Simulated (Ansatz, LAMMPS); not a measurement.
**Amorphous Al2O3 (155 atoms) under strain**

How stiff is amorphous Al2O3 (155 atoms), and how do its levels respond to strain?

Program: Ansatz 0.2.0. Level of theory: Kohn-Sham DFT, r2SCAN, PAW (set soft_2), plane waves. Values are calculated unless marked as measured.

## 1. The structure

The cell holds 155 atoms: 62 Al and 93 O. Its edges and angles: a = 11.819 Å, b = 11.819 Å, c = 11.819 Å, α = 90.0°, β = 90.0°, γ = 90.0°. 155 atoms (62 Al, 93 O) placed at random at 3.18 g/cm³, melted at 5000 K for 10 ps at fixed volume with the Morse and Coulomb pair potential with partial charges (Pedone, Malavasi, Menziani, Cormack and Segre, J. Phys. Chem. B 110, 11780 (2006)). Quenched from 5000 K to 300 K at 20 K/ps and fixed volume, held 5 ps, then minimised at fixed cell.

Limits known from the start: The quench rate of 20 K/ps is many orders above laboratory rates, so the cell is likely richer in defects and strain than a real sample. The network of bonds at the start is that of the classical potential that made the cell, and needn't be the one that DFT or experiment would give. The Brillouin zone is sampled at Γ only.

## 2. Single point at the start

A single point comes first, to see the forces before anything moves.

Input file input.yaml:

```yaml
crystal:
  lattice:
    - [11.8191, 0.0, 0.0]
    - [0.0, 11.8191, 0.0]
    - [0.0, 0.0, 11.8191]
  atoms:
    - { symbol: Al, position: [0.67918, 0.3171, 0.46743] }
    - { symbol: Al, position: [0.21072, 0.25671, 0.51575] }
    - { symbol: Al, position: [0.1514, 0.38633, 0.18757] }
    - { symbol: Al, position: [0.03983, 0.69726, 0.44355] }
    - { symbol: Al, position: [0.44248, 0.62267, 0.18717] }
    - { symbol: Al, position: [0.35379, 0.89026, 0.14011] }
    - { symbol: Al, position: [0.18476, 0.18434, 0.76044] }
    - { symbol: Al, position: [0.93682, 0.5434, 0.25112] }
    - { symbol: Al, position: [0.61459, 0.41372, 0.26538] }
    - { symbol: Al, position: [0.82416, 0.76606, 0.84] }
    - { symbol: Al, position: [0.82856, 0.81078, 0.09937] }
    - { symbol: Al, position: [0.90528, 0.32526, 0.57652] }
    - { symbol: Al, position: [0.98404, 0.21573, 0.0678] }
    - { symbol: Al, position: [0.36061, 0.37804, 0.36848] }
    - { symbol: Al, position: [0.43793, 0.58401, 0.69771] }
    - { symbol: Al, position: [0.78982, 0.35789, 0.04527] }
    - { symbol: Al, position: [0.01936, 0.31783, 0.36614] }
    - { symbol: Al, position: [0.92559, 0.08274, 0.69254] }
    - { symbol: Al, position: [0.91608, 0.57952, 0.96454] }
    - { symbol: Al, position: [0.4604, 0.16045, 0.4854] }
    - { symbol: Al, position: [0.69049, 0.67095, 0.63275] }
    - { symbol: Al, position: [0.53892, 0.58129, 0.4472] }
    - { symbol: Al, position: [0.78655, 0.20251, 0.25954] }
    - { symbol: Al, position: [0.53275, 0.43301, 0.01338] }
    - { symbol: Al, position: [0.06448, 0.82002, 0.69427] }
    - { symbol: Al, position: [0.87082, 0.11225, 0.4558] }
    - { symbol: Al, position: [0.12005, 0.48437, 0.55553] }
    - { symbol: Al, position: [0.57462, 0.8263, 0.06556] }
    - { symbol: Al, position: [0.329, 0.78865, 0.58811] }
    - { symbol: Al, position: [0.70769, 0.06723, 0.61584] }
    - { symbol: Al, position: [0.28431, 0.38994, 0.73935] }
    - { symbol: Al, position: [0.22076, 0.86442, 0.34727] }
    [... 117 atom lines left out ...]
    - { symbol: O, position: [0.01849, 0.0784, 0.02008] }
    - { symbol: O, position: [0.35912, 0.89419, 0.28817] }
    - { symbol: O, position: [0.81674, 0.58986, 0.60321] }
    - { symbol: O, position: [0.55952, 0.16995, 0.12959] }
    - { symbol: O, position: [0.77526, 0.71339, 0.20763] }
    - { symbol: O, position: [0.94513, 0.88384, 0.1671] }
kpoints:
  mp_grid: { grid: [1, 1, 1] }
hamiltonian:
  xc: r2scan
scf:
  occupations: { method: fixed }
output:
  forces: true
```

Started as:

```bash
$ ansatz run input.yaml --threads 4 --pin off --max-ram 8192MiB --backend cpu --events-out ev --progress --plain --runs-dir out
```

Log:

```text
[...]
Pseudopotentials: kind: paw
Pseudopotential: Al, paw, valence charge 3, recommended cutoff 500 eV (meta_gga), Al.paw.azcp
Pseudopotential: O, paw, valence charge 6, recommended cutoff 500 eV (meta_gga), O.paw.azcp
[... 6 lines on functional and potentials left out ...]
Crystal: 155 atoms, lattice volume = 1651.023 Å³
Basis set: ecut = 500 eV, 41923 PW (Γ), exchange–correlation on 360×360×360 points (64 copies of the dense FFT grid, shifted against one another)
Bands: 527, of which v1, the nominal top of the filled ones, is band 372 counted from 1 (371 counted from 0)
Symmetry: 1 space group operations
Space group: P1 (ITA 1), of the structure as read, at distance tolerance 1.2e-4 Å
k-points: 1
[... 7 lines on functional and potentials left out ...]
Initial density: superposition of atomic densities (neutral atoms: chi_scale 0, normalization atom), corrected by the library's trained network
Initial wavefunctions: pseudopotential atomic-orbital guess
[...]
SCF iter   1: F=—  HF=-86622.542008 eV  |F-HF|=—  |Δ(HF+E_count)|=         —  Δρ=7.95e-3  dr2=1.16e0  dr2_τ=9.94e0  ethr=1.77e-3  ⟨swp⟩=5.0  Hψ=1695  notcnv=0  defer=150
preconditioner: auto → Resta (q_TF=auto, 2.389 Å⁻¹)  ε∞=3.1  [insulator: Δε(μ)=4.386 eV  Ē_g=17.254 eV  n_scr=388 (ndim 8)  ℏωp=24.9 eV  f_vac=0.026  ε∞_Penn≈3.1]
SCF iter   2: F=—  HF=-86627.991801 eV  |F-HF|=—  |Δ(HF+E_count)|=    5.45e0  Δρ=4.92e-3  dr2=2.68e-1  dr2_τ=2.82e-2  ethr=1.55e-4  ⟨swp⟩=3.0  Hψ=916  notcnv=0  defer=153
SCF iter   3: F=—  HF=-86627.952444 eV  |F-HF|=—  |Δ(HF+E_count)|=   3.94e-2  Δρ=1.29e-3  dr2=2.36e-2  dr2_τ=3.66e-3  ethr=3.60e-5  ⟨swp⟩=3.0  Hψ=752  notcnv=0  defer=114
automatic band count: iteration 3 solves 488 bands in place of 527: the levels show a gap, and the empty bands left out lie too high to hold charge; the band table lists the bands solved (type scf.n_extra_bands for more)
SCF iter   4: F=—  HF=-86627.948627 eV  |F-HF|=—  |Δ(HF+E_count)|=   3.82e-3  Δρ=5.67e-4  dr2=3.70e-3  dr2_τ=7.97e-4  ethr=3.17e-6  ⟨swp⟩=2.0  Hψ=683  notcnv=0  defer=114
SCF iter   5: F=—  HF=-86627.947938 eV  |F-HF|=—  |Δ(HF+E_count)|=   6.89e-4  Δρ=1.43e-4  dr2=2.84e-4  dr2_τ=2.88e-5  ethr=4.98e-7  ⟨swp⟩=2.0  Hψ=750  notcnv=0  defer=114
SCF iter   6: F=—  HF=-86627.948017 eV  |F-HF|=—  |Δ(HF+E_count)|=   7.97e-5  Δρ=4.76e-5  dr2=2.91e-5  dr2_τ=4.07e-6  ethr=3.81e-8  ⟨swp⟩=2.0  Hψ=750  notcnv=0  defer=109
SCF iter   7: F=—  HF=-86627.948501 eV  |F-HF|=—  |Δ(HF+E_count)|=   4.84e-4  Δρ=1.45e-5  dr2=2.95e-6  dr2_τ=4.12e-7  ethr=3.92e-9  ⟨swp⟩=2.0  Hψ=859  notcnv=0  defer=109
SCF iter   8: F=—  HF=-86627.948502 eV  |F-HF|=—  |Δ(HF+E_count)|=   6.87e-7  Δρ=4.15e-6  dr2=3.21e-7  dr2_τ=2.55e-8  ethr=3.97e-10  ⟨swp⟩=2.0  Hψ=750  notcnv=0  defer=109
SCF iter   9: F=-86627.948502 eV  HF=-86627.948502 eV  |F-HF|=2.56e-8  |Δ(HF+E_count)|=   8.36e-8  Δρ=2.16e-6  dr2=6.12e-8  dr2_τ=8.61e-9  ethr=1.34e-11  ⟨swp⟩=4.0  Hψ=1462  notcnv=0
SCF 1 converged in 9 iterations: F = -86627.948502 eV  dr2 = 6.12e-8
[...]
SCF converged after 9 iterations
Free energy (F): -86627.948502 eV
Harris-Foulkes:  -86627.948502 eV  (|F-HF|=2.56e-8)
Internal energy: -86627.948502 eV  (E = F + TS)
E sigma→0 (E₀):  -86627.948502 eV
Fermi energy:    5.341044 eV
--- Per-component energies (eV) ---
[...]
Σ components = -86627.948502   (vs F -86627.948502, Δ=0.00e0)
--- Forces (eV/Å), atoms counted from 1 ---
  atom   1  Al     0.13482896    -0.34366091     0.17556283
  atom   2  Al    -0.08901993    -0.02038271     0.26411375
  atom   3  Al     0.33895873    -0.00465155     0.25798998
  atom   4  Al     0.00608350    -0.06399378    -0.15825679
[...]
atom 155  O      0.22315890     0.23763498    -0.33723515
  max |Σ_I F_I| component: 3.78e-4 eV/Å
```

Run time: 25 s. Hardware: 4 threads of Intel Xeon 6975P-C (Granite Rapids), shared host; peak memory 4.7 GiB.

The r.m.s. force at the start is 0.43 eV/Å.

## 3. Cell and atoms relaxed

The cell is relaxed with the atoms, since the starting lattice needn't suit this functional.

Input file input.yaml:

```yaml
crystal:
  lattice:
    - [11.8191, 0.0, 0.0]
    - [0.0, 11.8191, 0.0]
    - [0.0, 0.0, 11.8191]
  atoms:
    [... the 155 atom lines of step 2 ...]
kpoints:
  mp_grid: { grid: [1, 1, 1] }
hamiltonian:
  xc: r2scan
scf:
  occupations: { method: fixed }
output:
  forces: true
relax:
  f_tol: 0.05
  max_steps: 150
  cell: {}
```

Log:

```text
[...]
Crystal: 155 atoms, lattice volume = 1651.023 Å³
Basis set: ecut = 500 eV, 41923 PW (Γ), exchange–correlation on 360×360×360 points (64 copies of the dense FFT grid, shifted against one another)
Bands: 527, of which v1, the nominal top of the filled ones, is band 372 counted from 1 (371 counted from 0)
Symmetry: 1 space group operations
[...]
k-points: 1
[...]
SCF iter   1: F=—  HF=-86622.542009 eV  |F-HF|=—  |Δ(HF+E_count)|=         —  Δρ=7.95e-3  dr2=1.16e0  dr2_τ=9.94e0  ethr=1.77e-3  ⟨swp⟩=5.0  Hψ=1695  notcnv=0  defer=150
[...]
SCF iter   9: F=-86627.948502 eV  HF=-86627.948502 eV  |F-HF|=2.55e-8  |Δ(HF+E_count)|=   8.37e-8  Δρ=2.16e-6  dr2=6.12e-8  dr2_τ=8.61e-9  ethr=1.34e-11  ⟨swp⟩=4.0  Hψ=1462  notcnv=0
SCF 1 converged in 9 iterations: F = -86627.948502 eV  dr2 = 6.12e-8
[...]
relax step   1: F+E_penalty+E_count = -86627.94850173 eV  Δ(F+E_penalty+E_count) = +0.000e0 eV  max|allowed force component| = 1.518e0 eV/Å  Δτ_max = 0.0000 Å  P = +1.308 GPa  Ω = 1651.023 Å³  (9 SCF iters, dr2 threshold 1.00e-7 eV, accepted)
[... from here on, the SCF cycles and remarks between the steps are left out ...]
relax step   2: F+E_penalty+E_count = -86629.34426497 eV  Δ(F+E_penalty+E_count) = -1.396e0 eV  max|allowed force component| = 8.566e-1 eV/Å  Δτ_max = 0.0775 Å  P = +0.818 GPa  Ω = 1648.946 Å³  energy of the carried Pulay correction = +8.781e-4 eV  (6 SCF iters, dr2 threshold 1.55e-5 eV, accepted)
relax step   3: F+E_penalty+E_count = -86630.29324522 eV  Δ(F+E_penalty+E_count) = -9.490e-1 eV  max|allowed force component| = 2.265e-1 eV/Å  Δτ_max = 0.2000 Å  P = +0.252 GPa  Ω = 1640.554 Å³  energy of the carried Pulay correction = +4.438e-3 eV  (7 SCF iters, dr2 threshold 1.55e-5 eV, accepted)
relax step   4: F+E_penalty+E_count = -86630.39031083 eV  Δ(F+E_penalty+E_count) = -9.707e-2 eV  max|allowed force component| = 1.331e-1 eV/Å  Δτ_max = 0.2000 Å  P = -0.101 GPa  Ω = 1635.897 Å³  energy of the carried Pulay correction = +6.421e-3 eV  (8 SCF iters, dr2 threshold 3.21e-6 eV, accepted)
relax step   5: F+E_penalty+E_count = -86630.44170060 eV  Δ(F+E_penalty+E_count) = -5.139e-2 eV  max|allowed force component| = 5.522e-2 eV/Å  Δτ_max = 0.1646 Å  P = +0.014 GPa  Ω = 1632.217 Å³  energy of the carried Pulay correction = +7.991e-3 eV  (8 SCF iters, dr2 threshold 1.11e-6 eV, accepted)
relax step   6: F+E_penalty+E_count = -86630.45451829 eV  Δ(F+E_penalty+E_count) = -1.282e-2 eV  max|allowed force component| = 4.341e-2 eV/Å  Δτ_max = 0.0742 Å  P = -0.019 GPa  Ω = 1631.546 Å³  energy of the carried Pulay correction = +8.279e-3 eV  (8 SCF iters, dr2 threshold 1.91e-7 eV, accepted)
relax step   7: F+E_penalty+E_count = -86630.44422296 eV  Δ(F+E_penalty+E_count) = +1.030e-2 eV  max|allowed force component| = 1.468e-1 eV/Å  Δτ_max = 0.0650 Å  P = +0.005 GPa  Ω = 1629.920 Å³  energy of the carried Pulay correction = +8.974e-3 eV  (10 SCF iters, rejected (line search))
relax step   8: F+E_penalty+E_count = -86630.45454997 eV  Δ(F+E_penalty+E_count) = -3.168e-5 eV  max|allowed force component| = 8.849e-2 eV/Å  Δτ_max = 0.0103 Å  P = +0.001 GPa  Ω = 1631.456 Å³  energy of the carried Pulay correction = +8.317e-3 eV  (10 SCF iters, rejected (line search))
relax step   9: F+E_penalty+E_count = -86630.45607245 eV  Δ(F+E_penalty+E_count) = -1.554e-3 eV  max|allowed force component| = 4.901e-2 eV/Å  Δτ_max = 0.0050 Å  P = +0.025 GPa  Ω = 1631.115 Å³  energy of the carried Pulay correction = +8.463e-3 eV  (8 SCF iters, accepted)
relax step  10: F+E_penalty+E_count = -86630.44584071 eV  Δ(F+E_penalty+E_count) = +1.023e-2 eV  max|allowed force component| = 4.894e-2 eV/Å  Δτ_max = 0.0000 Å  P = +0.032 GPa  Ω = 1631.115 Å³  stress off target by 5.18e-2 GPa  SCF on the basis re-selected at this cell (its energy is not comparable with the rows above)  (5 SCF iters)
relax step  11: F+E_penalty+E_count = -86630.44655578 eV  Δ(F+E_penalty+E_count) = -7.151e-4 eV  max|allowed force component| = 1.043e-2 eV/Å  Δτ_max = 0.0150 Å  P = -0.002 GPa  Ω = 1631.357 Å³  energy of the carried Pulay correction = -1.039e-4 eV  (8 SCF iters, dr2 threshold 6.72e-9 eV, accepted)
relax step  12: F+E_penalty+E_count = -86630.44669309 eV  Δ(F+E_penalty+E_count) = -1.373e-4 eV  max|allowed force component| = 1.042e-2 eV/Å  Δτ_max = 0.0000 Å  P = -0.002 GPa  Ω = 1631.357 Å³  stress off target by 4.69e-3 GPa  SCF on the basis re-selected at this cell (its energy is not comparable with the rows above)  (4 SCF iters)
basis re-selected at this cell: Δ(F+E_penalty+E_count) = -1.373e-4 eV, ΔP = -0.000 GPa vs the last step (what re-selecting the basis moved, of the pressure what is left beyond the Pulay correction that the steps carried, after the strain that the cell walked since its last selection, [...]
SCF converged after 4 iterations
Free energy (F): -86630.446693 eV
[...]
Internal energy: -86630.446693 eV  (E = F + TS)
E sigma→0 (E₀):  -86630.446693 eV
Fermi energy:    5.408859 eV
[...]
Σ components = -86630.446693   (vs F -86630.446693, Δ=0.00e0)
--- Forces (eV/Å), atoms counted from 1 ---
  atom   1  Al     0.00170975     0.00042654     0.00333296
  atom   2  Al    -0.00020993     0.00128295    -0.00109098
  atom   3  Al    -0.00050839     0.00377819    -0.00503594
  atom   4  Al    -0.00013893    -0.00036334     0.00168913
[...]
atom 155  O      0.00000803    -0.00040575    -0.00055714
  max |Σ_I F_I| component: 3.57e-4 eV/Å
--- Stress (GPa, compression-positive) ---
       -0.004163      -0.000934       0.000602
       -0.000986      -0.000472       0.001584
        0.000595       0.001571      -0.001078
  P = ⅓ Tr σ = -0.0019 GPa (-0.019 kbar)
--- Relaxed structure (10 steps of the walk, 8 accepted, 2 SCFs on fresh bases) ---
  F+E_penalty+E_count = -86630.44669309 eV   max|allowed force component| = 1.042e-2 eV/Å   (the final SCF, on the basis selected at the relaxed cell)
  cell:  # Å, volume = 1631.3572 Å³
    - [11.599099, 0.062954, -0.032182]
    - [0.062954, 11.958240, -0.048426]
    - [-0.032182, -0.048426, 11.761981]
  atoms:
    - { symbol: Al, position: [0.681465, 0.316812, 0.474022] }
    - { symbol: Al, position: [0.197423, 0.266256, 0.514078] }
    - { symbol: Al, position: [0.153564, 0.382766, 0.189901] }
    - { symbol: Al, position: [0.036982, 0.695512, 0.437934] }
[...]
- { symbol: O, position: [0.946138, 0.888334, 0.160792] }
```

Run time: 4.5 min. Hardware: 4 threads; peak memory 4.7 GiB.

The relaxation converged after 10 steps, with a largest force component of 0.010 eV/Å.

## 4. Single point at the relaxed geometry

One more single point at the end of the walk gives the fuller output and checks the residual forces.

Input file input.yaml:

```yaml
crystal:
  lattice:
    - [11.5991, 0.06295, -0.03218]
    - [0.06295, 11.95824, -0.04843]
    - [-0.03218, -0.04843, 11.76198]
  atoms:
    - { symbol: Al, position: [0.68147, 0.31681, 0.47402] }
    - { symbol: Al, position: [0.19742, 0.26626, 0.51408] }
    - { symbol: Al, position: [0.15356, 0.38277, 0.1899] }
    - { symbol: Al, position: [0.03698, 0.69551, 0.43793] }
    - { symbol: Al, position: [0.4377, 0.62219, 0.18227] }
    - { symbol: Al, position: [0.35313, 0.88546, 0.13946] }
    [... 143 atom lines left out ...]
    - { symbol: O, position: [0.02013, 0.07193, 0.02091] }
    - { symbol: O, position: [0.3561, 0.90063, 0.28898] }
    - { symbol: O, position: [0.81029, 0.58602, 0.59595] }
    - { symbol: O, position: [0.60474, 0.15727, 0.15445] }
    - { symbol: O, position: [0.77526, 0.712, 0.20429] }
    - { symbol: O, position: [0.94614, 0.88833, 0.16079] }
kpoints:
  mp_grid: { grid: [1, 1, 1] }
hamiltonian:
  xc: r2scan
scf:
  occupations: { method: fixed }
output:
  forces: true
  stress: true
  populations: true
  dos:
    method: { smearing: { sigma: 0.1 } }
    de: 0.1
    projected: { site_lists: { Al: [Al], O: [O] } }
  eigenvalues: true
  write_density: true
  write_potential: true
  volumetric_format: npy
```

Log:

```text
[...]
Crystal: 155 atoms, lattice volume = 1631.357 Å³
Basis set: ecut = 500 eV, 41415 PW (Γ), exchange–correlation on 360×360×360 points (64 copies of the dense FFT grid, shifted against one another)
Bands: 527, of which v1, the nominal top of the filled ones, is band 372 counted from 1 (371 counted from 0)
Symmetry: 1 space group operations
[...]
k-points: 1
[...]
SCF iter   1: F=—  HF=-86624.866745 eV  |F-HF|=—  |Δ(HF+E_count)|=         —  Δρ=7.94e-3  dr2=1.12e0  dr2_τ=9.76e0  ethr=1.77e-3  ⟨swp⟩=5.0  Hψ=1910  notcnv=0  defer=149
[...]
SCF iter   9: F=-86630.446690 eV  HF=-86630.446690 eV  |F-HF|=3.30e-8  |Δ(HF+E_count)|=   8.76e-8  Δρ=2.17e-6  dr2=5.74e-8  dr2_τ=8.10e-9  ethr=1.34e-11  ⟨swp⟩=21.0  Hψ=4725  notcnv=0
SCF 1 converged in 9 iterations: F = -86630.446690 eV  dr2 = 5.74e-8
[...]
SCF converged after 9 iterations
Free energy (F): -86630.446690 eV
[...]
Internal energy: -86630.446690 eV  (E = F + TS)
E sigma→0 (E₀):  -86630.446690 eV
Fermi energy:    5.408821 eV
[...]
--- Forces (eV/Å), atoms counted from 1 ---
  atom   1  Al     0.00060722     0.00087538     0.00386556
  atom   2  Al     0.00035087    -0.00011588    -0.00226103
  atom   3  Al     0.00023363     0.00213131    -0.00432136
  atom   4  Al     0.00043576     0.00026522     0.00250878
  atom   5  Al    -0.00216738    -0.00036899    -0.00059792
  atom   6  Al     0.00138140    -0.00166897     0.00187202
  atom   7  Al    -0.00102058     0.00002646     0.00161822
  atom   8  Al     0.00090431     0.00046691     0.00125795
  atom   9  Al    -0.00185189    -0.00126603    -0.00112437
  atom  10  Al    -0.00249371     0.00448987    -0.00208139
  atom  11  Al    -0.00053796     0.00128551     0.00045258
  atom  12  Al    -0.00315042    -0.00128229    -0.00384843
  atom  13  Al     0.00375040    -0.00156107     0.00033882
  atom  14  Al    -0.00269566    -0.00149950     0.00032965
[...]
atom 154  O      0.00071640    -0.00052761    -0.00040793
  atom 155  O      0.00002804     0.00000672     0.00003956
  max |Σ_I F_I| component: 3.96e-4 eV/Å
--- Stress (GPa, compression-positive) ---
       -0.004445      -0.000806       0.000773
       -0.000858      -0.000075       0.001433
        0.000766       0.001420      -0.000217
  P = ⅓ Tr σ = -0.0016 GPa (-0.016 kbar)
--- Band table (eV) ---
[...]
--- Löwdin populations: 155 sites ---
  site symbol       q [e]
     0     Al      1.6150
     1     Al      1.5708
     2     Al      1.5779
[...]
154      O      6.8559
  spilling = 0.008638 (of n_electrons = 744.000000)
```

The job ended after 37 s (4 threads; peak memory 4.9 GiB; 2.4 min of CPU time).

The run gave:

| Quantity | Value |
| --- | --- |
| free energy | -86630.4467 eV |
| free energy per atom | -558.9061 eV/atom |
| SCF cycles | 9 |
| pressure | -0.001579 GPa |
| r.m.s. force component | 0.00183 eV/Å |
| longest force | 0.01276 eV/Å |
| Fermi energy | 5.409 eV |
| gap (highest filled to lowest empty level) | 4.337 eV |
| spilling of the projection | 0.008638 |

(Continued in part 2 of 2.)

[Long decimals in the printed logs are rounded to 6 places.]

[Logs are printed without paths, hosts, clocks, repeated set-up lines and the standing remarks that a program may print on its own settings, such as how far it seeks lower states.]

[Hosts, paths, dates, database ids (printed as entryN), source tags and the programs' standing remarks are cut or masked in the printed files.]
